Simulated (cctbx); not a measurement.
# What resolution and counting buy: Be2Pb4Au

Space group R-3m (no. 166), a = 4.5250 Å, b = 4.5250 Å, c = 28.0860 Å, α = 90.00°, β = 90.00°, γ = 120.00°.

| atom | mult. | x | y | z | Ueq (Å²) |
| --- | --- | --- | --- | --- | --- |
| Pb1 | 6 | 2/3 | 1/3 | 0.2251 | 0.0048 |
| Pb2 | 6 | 2/3 | 1/3 | 0.0325 | 0.0040 |
| Au1 | 3 | 1/3 | 2/3 | 1/6 | 0.0042 |
| Be1 | 6 | 1/3 | 2/3 | 0.2687 | 0.0106 |

This is a model crystal, built by substitution and not relaxed, with assumed displacement parameters.

Five simulated data sets (cctbx; Ag Kα, λ = 0.56087 Å; 2 % proportional error) differ in resolution or exposure (noise floor 4 counts in the first three, 8 in the last two). Each is refined with the right model, isotropic at 1.1 Å and anisotropic otherwise. How do the figures of merit and the uncertainties move?

```csv
d min (Å),top counts,"⟨I/σ⟩ (unmerged, absences included)",unique,param. (scale apart),Rint,R1,GooF,largest s.u. xyz (fractional),s.u. U of Be1 (Å²),largest error (Å)
1.1,40000,8.2,69,7,0.016,0.0055,1.09,0.00041,0.0035,0.0079
0.84,40000,8.1,146,11,0.018,0.0054,0.96,0.00022,0.0020,0.0062
0.6,40000,7.5,356,11,0.020,0.0055,0.96,0.00015,0.0010,0.0008
0.75,300,0.7,192,11,0.243,0.0631,1.01,0.00434,0.0208,0.2713
0.75,3000,2.9,192,11,0.048,0.0188,1.01,0.00104,0.0066,0.0449
```

The number of reflections grows roughly as 1/d³: 69, 146 and 356 here. R1 follows the noise rather than the truth: at 300 counts it is 0.0631, at 3000 counts 0.0188, while GooF is 1.01 and 1.01: the weights 1/σ² carry the noise. The s.u. of U (U11 where anisotropic) for Be1 goes 0.0035, 0.0020, 0.0010 Å² with resolution and 0.0208, 0.0066 Å² with exposure.

Hardware for the 0.6 Å refinement: 0.51 s on 1 thread of Arm Neoverse V2, on a shared host, peak memory 0.09 GiB.

[Logs are printed without paths, hosts, clocks, repeated set-up lines and the standing remarks that a program may print on its own settings, such as how far it seeks lower states.]
